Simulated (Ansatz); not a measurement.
# C (Diamond, Fd-3m): thermal expansion from first principles, part 3 of 3

How much does C (Diamond) expand with temperature?

What experiment has found for this phase:
- volume expansion coefficient 3.5 1e-6/K and bulk modulus 442 GPa near room temperature (given in “High-Throughput Prediction of Finite-Temperature Properties using the Quasi-Harmonic Approximation”, 2016, arXiv:1603.06924)
- volume expansion coefficient 3.45 1e-6/K near room temperature (given in “Electron density and thermal motion of diamond at elevated temperatures (three times its linear coefficient)”, 2023, pmc:9813686)

Ansatz 0.2.0; DFT LDA, scalar-relativistic, plane waves, PAW.

So far, isothermal bulk modulus at 298 K (GPa): step 7 (phonons on strained cells, cutoff 550 eV, k-mesh 12×12×12) 456. Also principal linear expansion coefficients at 298 K (× 1e-6/K): step 7 1.03. The relaxed cell has a = 3.532 Å (conventional setting).

**8. The quasi-harmonic study, cutoff 487.2 eV, k-mesh 18×18×18**

Thermal expansion follows from how the phonon free energy changes with strain, so the program makes strained cells, their phonons and a fit in one run.

Input file input.yaml:

```yaml
crystal:
  lattice:
    - [0.0, 1.765868803, 1.765868803]
    - [1.765868803, 0.0, 1.765868803]
    - [1.765868803, 1.765868803, 0.0]
  atoms:
    - { symbol: C, position: [0.0, 0.0, 0.0] }
    - { symbol: C, position: [0.25, 0.25, 0.25] }
kpoints:
  mp_grid: { grid: [18, 18, 18] }
hamiltonian:
  xc: lda
scf:
  occupations: { method: fixed }
  lower_state_search: "off"
output:
  eigenvalues: true
phonons:
  method: dfpt
  qmesh: [6, 6, 6]
  temperatures: { t_max: 1200.0, t_step: 50 }
  thermal_expansion: {}
```

Launch:

```console
$ ansatz run input.yaml --threads 8 --pin off --max-ram 16384MiB --backend cpu --events-out ev --progress --plain --runs-dir out
```

What it wrote:

```text
[...]
Crystal: 2 atoms, lattice volume = 11.013 Å³
Basis set: ecut = 487.2 eV, 283 PW (Γ), exchange–correlation on 36×36×36 points (8 copies of the dense FFT grid, shifted against one another)
Bands: 8, of which v1, the nominal top of the filled ones, is band 4 counted from 1 (3 counted from 0)
Symmetry: 48 space group operations
[...]
k-points: 195 of 5832
[...]
SCF iter   1: F=—  HF=-485.994414 eV  |F-HF|=—  |Δ(HF+E_count)|=         —  Δρ=7.97e-3  dr2=2.44e-3  ethr=1.77e-3  ⟨swp⟩=3.9  Hψ=9318  notcnv=0  defer=308
[...]
SCF iter   6: F=-485.993595 eV  HF=-485.993595 eV  |F-HF|=3.98e-13  |Δ(HF+E_count)|=   2.00e-9  Δρ=5.80e-7  dr2=6.21e-12  ethr=1.00e-12  ⟨swp⟩=5.8  Hψ=9554  notcnv=0
SCF 1 converged in 6 iterations: F = -485.993595 eV  dr2 = 6.21e-12
[...]
relax step   1: F+E_penalty+E_count = -485.99359535 eV  Δ(F+E_penalty+E_count) = +0.000e0 eV  max|allowed force component| = 5.089e-17 eV/Å  Δτ_max = 0.0000 Å  (6 SCF iters, accepted)
SCF converged after 6 iterations
Free energy (F): -485.993595 eV
[...]
Internal energy: -485.993595 eV  (E = F + TS)
E sigma→0 (E₀):  -485.993595 eV
Fermi energy:    13.595742 eV
[...]
--- Stress (GPa, compression-positive) ---
        0.072055       0.000000      -0.000000
       -0.000000       0.072055       0.000000
       -0.000000      -0.000000       0.072055
  P = ⅓ Tr σ = 0.0721 GPa (0.721 kbar)
--- Band table (eV; the first three rows and the last of 195) ---
[...]
── thermal expansion: 3 new cells, 3 in all ──
thermal expansion: relaxation of cell 2
thermal expansion: relaxation of cell 3
── thermal expansion: 2 new cells, 5 in all ──
thermal expansion: relaxation of cell 4
thermal expansion: phonons of cell 4
thermal expansion: relaxation of cell 5
thermal expansion: phonons of cell 5
── thermal expansion: 5 new cells, 10 in all ──
thermal expansion: relaxation of cell 6
thermal expansion: relaxation of cell 7
thermal expansion: relaxation of cell 8
thermal expansion: relaxation of cell 9
thermal expansion: relaxation of cell 10
thermal expansion: phonons of cell 6
thermal expansion: phonons of cell 7
--- Relaxed structure (1 steps of the walk, 1 accepted, 0 SCFs on fresh bases) ---
  F+E_penalty+E_count = -485.99359535 eV   max|allowed force component| = 5.089e-17 eV/Å
  atoms:
    - { symbol: C, position: [0.0, 0.0, 0.0] }
    - { symbol: C, position: [0.25, 0.25, 0.25] }
--- Thermal expansion: 10 cells in 3 rounds, 0 GPa ---
  no lower state was looked for at cell 4: scf.lower_state_search: off
  without vibrations: a 2.49744, b 2.49744, c 2.49744 Å, V 11.0147 Å³, B 467.50 GPa
  at 0 K: a 2.50676, b 2.50676, c 2.50676 Å, V 11.1384 Å³, B 456.22 GPa
  zero-point expansion: a +0.373, b +0.373, c +0.373, V +1.123 %
[...]
0.00    2.50676    2.50676    2.50676    11.1384 |    0.00    0.00    0.00    0.00 |    0.83 |     0.000     0.000 |   456.22   456.22
   150.00    2.50677    2.50677    2.50677    11.1385 |    0.14    0.14    0.14    0.42 |    1.57 |     1.994     1.994 |   456.18   456.20
   298.15    2.50696    2.50696    2.50696    11.1411 |    1.03    1.03    1.03    3.10 |       - |    12.336    12.327 |   455.47   455.79
   400.00    2.50733    2.50733    2.50733    11.1461 |    1.86    1.86    1.86    5.57 |    4.34 |    20.539    20.502 |   454.29   455.13
   550.00    2.50823    2.50823    2.50823    11.1580 |    2.85    2.85    2.85    8.54 |    6.01 |    29.903    29.781 |   451.83   453.68
   700.00    2.50944    2.50944    2.50944    11.1741 |    3.52    3.52    3.52   10.57 |    7.37 |    36.024    35.788 |   448.90   451.86
   850.00    2.51085    2.51085    2.51085    11.1931 |    3.97    3.97    3.97   11.92 |    8.45 |    39.998    39.634 |   445.72   449.80
  1000.00    2.51241    2.51241    2.51241    11.2139 |    4.29    4.29    4.29   12.87 |    9.31 |    42.664    42.170 |   442.39   447.58
  1150.00    2.51407    2.51407    2.51407    11.2362 |    4.52    4.52    4.52   13.55 |   10.02 |    44.531    43.903 |   438.99   445.26
  1200.00    2.51465    2.51465    2.51465    11.2439 |    4.58    4.58    4.58   13.74 |   10.23 |    45.030    44.358 |   437.84   444.47
[...]
vibrations' free energy: its fit passes through its cells
  the electrons' free energy at temperature is not in it: every band gap is over 1.24 eV
  free energies summed between the sampled wave vectors
[...]
the FFT grids of the static calculations differ: 18 × 18 × 18, 20 × 20 × 20
  band gaps on the cells' k-points are 4.091 to 4.266 eV
```

The job ended after 7.2 min (8 threads of Arm Neoverse V1, shared host; peak memory 1.8 GiB; 51 min of CPU time).

This step gave:

* pressure: 0.07206 GPa
* gap on the k-mesh: 4.194 eV
* volume per atom: 5.506 Å³/atom
* volume expansion coefficient at 298 K: 3.100 1e-6/K
* isothermal bulk modulus at 298 K: 455.5 GPa
* Grüneisen parameter at 298 K: 0.7684
* volume at 298 K: 5.571 Å³/atom

Strained cells of the study; zero-point energy where phonons were solved; the pressures are stresses at the typed cutoff and can carry an offset from the finite basis. Expansion cells, by row:

```csv
cell,|a| (Å),|b| (Å),|c| (Å),V (Å³/atom),E - E_lowest (meV/atom),"pressure, compression positive (GPa)",gap (eV),zero-point energy (meV/atom)
1,2.497,2.497,2.497,5.506,0.002,-0.031,4.194,-
2,2.517,2.517,2.517,5.64,4.474,-10.73,4.137,-
3,2.478,2.478,2.478,5.376,4.715,11.64,4.252,-
4,2.498,2.498,2.498,5.508,0,-0.176,4.193,183.7
5,2.51,2.51,2.51,5.591,1.824,-6.979,4.157,181.1
6,2.505,2.505,2.505,5.561,0.741,-4.526,4.17,182.1
7,2.521,2.521,2.521,5.667,6.462,-12.78,4.125,178.7
8,2.473,2.473,2.473,5.346,7.239,14.58,4.266,-
9,2.485,2.485,2.485,5.426,1.777,7.005,4.229,-
10,2.533,2.533,2.533,5.748,14.38,-18.6,4.091,-
```

Quasi-harmonic; a, b, c are the run's own cell vectors. Expansion, by row:

```csv
T (K),a (Å),b (Å),c (Å),alpha (deg),beta (deg),gamma (deg),cell volume (Å³/cell),alpha_a (1e-6/K),alpha_b (1e-6/K),alpha_c (1e-6/K),alpha_V (1e-6/K),C_P (J/mol-atom/K),C_V (J/mol-atom/K),S (J/mol-atom/K),B_T (GPa),B_S (GPa),Grueneisen,extrapolation,fit error (1e-6/K)
0,2.507,2.507,2.507,60,60,60,11.14,0,0,0,0,0,0,0,456.2,456.2,-,0,0
50,2.507,2.507,2.507,60,60,60,11.14,0,0,0,0.01,0.023,0.023,0.007,456.2,456.2,0.74,0,0
100,2.507,2.507,2.507,60,60,60,11.14,0.04,0.04,0.04,0.11,0.246,0.246,0.071,456.2,456.2,0.67,0,0
150,2.507,2.507,2.507,60,60,60,11.14,0.14,0.14,0.14,0.42,0.997,0.997,0.291,456.2,456.2,0.644,0,0
200,2.507,2.507,2.507,60,60,60,11.14,0.35,0.35,0.35,1.05,2.365,2.364,0.752,456.1,456.1,0.678,0,0
250,2.507,2.507,2.507,60,60,60,11.14,0.66,0.66,0.66,1.99,4.192,4.19,1.47,455.8,456,0.727,0,0
298.1,2.507,2.507,2.507,60,60,60,11.14,1.03,1.03,1.03,3.1,6.168,6.164,2.375,455.5,455.8,0.768,0,0
300,2.507,2.507,2.507,60,60,60,11.14,1.05,1.05,1.05,3.14,6.245,6.241,2.414,455.4,455.8,0.77,0,0
350,2.507,2.507,2.507,60,60,60,11.14,1.46,1.46,1.46,4.37,8.317,8.307,3.533,454.9,455.5,0.803,0,0
400,2.507,2.507,2.507,60,60,60,11.15,1.86,1.86,1.86,5.57,10.27,10.25,4.773,454.3,455.1,0.828,0,0
450,2.508,2.508,2.508,60,60,60,11.15,2.22,2.22,2.22,6.67,12.04,12.01,6.086,453.6,454.7,0.846,0,0.01
500,2.508,2.508,2.508,60,60,60,11.15,2.56,2.56,2.56,7.67,13.59,13.55,7.437,452.7,454.2,0.86,0,0.01
550,2.508,2.508,2.508,60,60,60,11.16,2.85,2.85,2.85,8.54,14.95,14.89,8.798,451.8,453.7,0.871,0,0.01
600,2.509,2.509,2.509,60,60,60,11.16,3.1,3.1,3.1,9.31,16.12,16.05,10.15,450.9,453.1,0.88,0,0.01
650,2.509,2.509,2.509,60,60,60,11.17,3.33,3.33,3.33,9.98,17.14,17.04,11.48,449.9,452.5,0.886,0,0.01
700,2.509,2.509,2.509,60,60,60,11.17,3.52,3.52,3.52,10.57,18.01,17.89,12.79,448.9,451.9,0.892,0,0
750,2.51,2.51,2.51,60,60,60,11.18,3.69,3.69,3.69,11.08,18.77,18.63,14.05,447.9,451.2,0.897,0,0
800,2.51,2.51,2.51,60,60,60,11.19,3.84,3.84,3.84,11.53,19.43,19.27,15.29,446.8,450.5,0.901,0,0
850,2.511,2.511,2.511,60,60,60,11.19,3.97,3.97,3.97,11.92,20,19.82,16.48,445.7,449.8,0.904,0,0
900,2.511,2.511,2.511,60,60,60,11.2,4.09,4.09,4.09,12.27,20.5,20.3,17.64,444.6,449.1,0.907,0,0
950,2.512,2.512,2.512,60,60,60,11.21,4.2,4.2,4.2,12.59,20.94,20.72,18.76,443.5,448.3,0.909,0,0.01
1000,2.512,2.512,2.512,60,60,60,11.21,4.29,4.29,4.29,12.87,21.33,21.09,19.84,442.4,447.6,0.912,0,0.01
1050,2.513,2.513,2.513,60,60,60,11.22,4.37,4.37,4.37,13.12,21.68,21.41,20.89,441.3,446.8,0.914,0,0.01
1100,2.514,2.514,2.514,60,60,60,11.23,4.45,4.45,4.45,13.35,21.99,21.7,21.91,440.1,446,0.915,0,0.02
1150,2.514,2.514,2.514,60,60,60,11.24,4.52,4.52,4.52,13.55,22.27,21.95,22.89,439,445.3,0.917,0,0.02
1200,2.515,2.515,2.515,60,60,60,11.24,4.58,4.58,4.58,13.74,22.52,22.18,23.85,437.8,444.5,0.918,0,0.02
```

Expansion coefficient against temperature; values in 1e-6/K:

```csv
temperature (K),volume,principal 1
0,0,0
50,0.01,0
100,0.11,0.04
150,0.42,0.14
200,1.05,0.35
250,1.99,0.66
298,3.1,1.03
300,3.14,1.05
350,4.37,1.46
400,5.57,1.86
450,6.67,2.22
500,7.67,2.56
550,8.54,2.85
600,9.31,3.1
650,9.98,3.33
700,10.6,3.52
750,11.1,3.69
800,11.5,3.84
850,11.9,3.97
900,12.3,4.09
950,12.6,4.2
1000,12.9,4.29
1050,13.1,4.37
1100,13.3,4.45
1150,13.6,4.52
1200,13.7,4.58
```

Changing the k-mesh (12×12×12 → 18×18×18) and the cutoff (550 → 487.2 eV) takes the volume expansion at 298 K from 3.1 to 3.10 × 10⁻⁶/K and B_T from 456 to 455 GPa.

**9. The quasi-harmonic study, cutoff 487.2 eV, k-mesh 16×16×16**

The study relaxes the crystal at several strains, solves the phonons on some of them and minimises energy plus vibrational free energy at each temperature; the q-mesh sets how far the force constants reach.

Changes to input.yaml since step 8:

```diff
@@ -9,3 +9,3 @@
 kpoints:
-  mp_grid: { grid: [18, 18, 18] }
+  mp_grid: { grid: [16, 16, 16] }
 hamiltonian:
@@ -19,3 +19,3 @@
   method: dfpt
-  qmesh: [6, 6, 6]
+  qmesh: [8, 8, 8]
   temperatures: { t_max: 1200.0, t_step: 50 }
```

What it wrote:

```text
[...]
Crystal: 2 atoms, lattice volume = 11.013 Å³
Basis set: ecut = 487.2 eV, 283 PW (Γ), exchange–correlation on 36×36×36 points (8 copies of the dense FFT grid, shifted against one another)
Bands: 8, of which v1, the nominal top of the filled ones, is band 4 counted from 1 (3 counted from 0)
Symmetry: 48 space group operations
[...]
vibrations' free energy: its fit passes through its cells
  the electrons' free energy at temperature is not in it: every band gap is over 1.24 eV
  free energies summed between the sampled wave vectors
[...]
the FFT grids of the static calculations differ: 18 × 18 × 18, 20 × 20 × 20
  band gaps on the cells' k-points are 4.076 to 4.253 eV
[key lines of the parts left out:]
SCF converged after 6 iterations
Free energy (F): -485.993602 eV
Fermi energy:    13.595744 eV
P = ⅓ Tr σ = 0.0725 GPa (0.725 kbar)
```

Wall time 11 min (8 threads); peak memory 1.4 GiB.

Changing the q-mesh (6×6×6 → 8×8×8) and the k-mesh (18×18×18 → 16×16×16) takes the volume expansion at 298 K from 3.10 to 3.10 × 10⁻⁶/K and B_T from 455 to 455 GPa.

**10. The series together**

Times are for 8 threads of Arm Neoverse V1, shared host. Results by setting:

```csv
no.,functional,cutoff (eV),k-mesh,q-mesh,method,pressure (GPa),volume expansion coefficient at 298 K (1e-6/K),C_P at 298 K (J/mol-atom/K),isothermal bulk modulus at 298 K (GPa),time,memory (GiB)
1,lda,550,12×12×12,6×6×6,dfpt,0,3.1,6.168,455.6,2.5 min,0.82
2,lda,487.2,18×18×18,6×6×6,dfpt,0,3.100,6.168,455.5,7.2 min,1.8
3,lda,487.2,16×16×16,8×8×8,dfpt,0,3.101,6.168,455.4,11 min,1.4
```

The runs together, line volume. Table of expansion coefficient by temperature; values in 1e-6/K:

```csv
temperature (K),"lda, 550, 12×12×12, 6×6×6, dfpt, 0","lda, 487.2, 18×18×18, 6×6×6, dfpt, 0","lda, 487.2, 16×16×16, 8×8×8, dfpt, 0"
0,0,0,0
50,0.01,0.01,0.01
100,0.11,0.11,0.11
150,0.42,0.42,0.42
200,1.05,1.05,1.05
250,1.99,1.99,1.99
298,3.1,3.1,3.1
300,3.14,3.14,3.15
350,4.37,4.37,4.37
400,5.57,5.57,5.57
450,6.67,6.67,6.67
500,7.67,7.67,7.67
550,8.54,8.54,8.55
600,9.31,9.31,9.31
650,9.98,9.98,9.99
700,10.6,10.6,10.6
750,11.1,11.1,11.1
800,11.5,11.5,11.5
850,11.9,11.9,11.9
900,12.3,12.3,12.3
950,12.6,12.6,12.6
1000,12.9,12.9,12.9
1050,13.1,13.1,13.1
1100,13.3,13.3,13.3
1150,13.6,13.6,13.6
1200,13.7,13.7,13.7
```

The runs together, line C_P. Heat capacity against temperature; values in J/mol-atom/K:

```csv
temperature (K),"lda, 550, 12×12×12, 6×6×6, dfpt, 0","lda, 487.2, 18×18×18, 6×6×6, dfpt, 0","lda, 487.2, 16×16×16, 8×8×8, dfpt, 0"
0,0,0,0
50,0.023,0.023,0.023
100,0.246,0.246,0.246
200,2.36,2.37,2.37
250,4.19,4.19,4.19
298,6.17,6.17,6.17
300,6.25,6.25,6.25
350,8.32,8.32,8.32
450,12.0,12.0,12.0
500,13.6,13.6,13.6
550,15.0,15.0,15.0
600,16.1,16.1,16.1
650,17.1,17.1,17.1
700,18.0,18.0,18.0
800,19.4,19.4,19.4
850,20.0,20.0,20.0
900,20.5,20.5,20.5
950,20.9,20.9,20.9
1000,21.3,21.3,21.3
1100,22.0,22.0,22.0
1150,22.3,22.3,22.3
1200,22.5,22.5,22.5
```

**11. Results**

- settings of these figures: LDA, 487.2 eV, k 16×16×16, q 8×8×8
- volume expansion coefficient at 298 K: 3.101 1e-6/K
- C_P at 298 K: 6.168 J/mol-atom/K
- entropy at 298 K: 2.375 J/mol-atom/K
- isothermal bulk modulus at 298 K: 455.4 GPa
- Grüneisen parameter at 298 K: 0.7686
- volume at 298 K: 5.571 Å³/atom
- principal linear expansion coefficients at 298 K: 1.034, 1.034, 1.034 1e-6/K

What this shows: Near room temperature C (Diamond) expands by 3.10 × 10⁻⁶/K in volume at this level, with C_P = 6.17 J/(mol K) per mole of atoms and B_T = 455 GPa. C_P at room temperature is 25 % of the classical 3R an atom, so the stiffest modes are still partly frozen out. A measured volume expansion coefficient near room temperature is 3.5 1e-6/K (arXiv:1603.06924); the calculated 3.10 1e-6/K differs by -11 %. That is the usual direction for LDA, which overbinds. A measured bulk modulus near room temperature is 442 GPa (arXiv:1603.06924); the calculated 455 GPa differs by +3 %. The table does not say whether its value is isothermal or adiabatic. Changing the q-mesh, k-mesh and cutoff moves the volume expansion at 298 K between 3.10 and 3.10 × 10⁻⁶/K, while the CPU time spans a factor of 4.6.

[Long decimals in the printed logs are rounded to 6 places.]

[Logs are printed without paths, hosts, clocks, repeated set-up lines and the standing remarks that a program may print on its own settings, such as how far it seeks lower states.]

[Hosts, paths, dates, database ids (printed as entryN), source tags and the programs' standing remarks are cut or masked in the printed files.]

[Where the starting crystal was built by hand or by swapping elements, it need not be the compound's stable phase.]

[A step with changed settings may run another functional than the one named; its input shows which.]

[Pressures of single members of a volume series are the stress at the run's cutoff; with an incomplete basis they can lie off −dE/dV of the same runs, and they are not shown converged.]
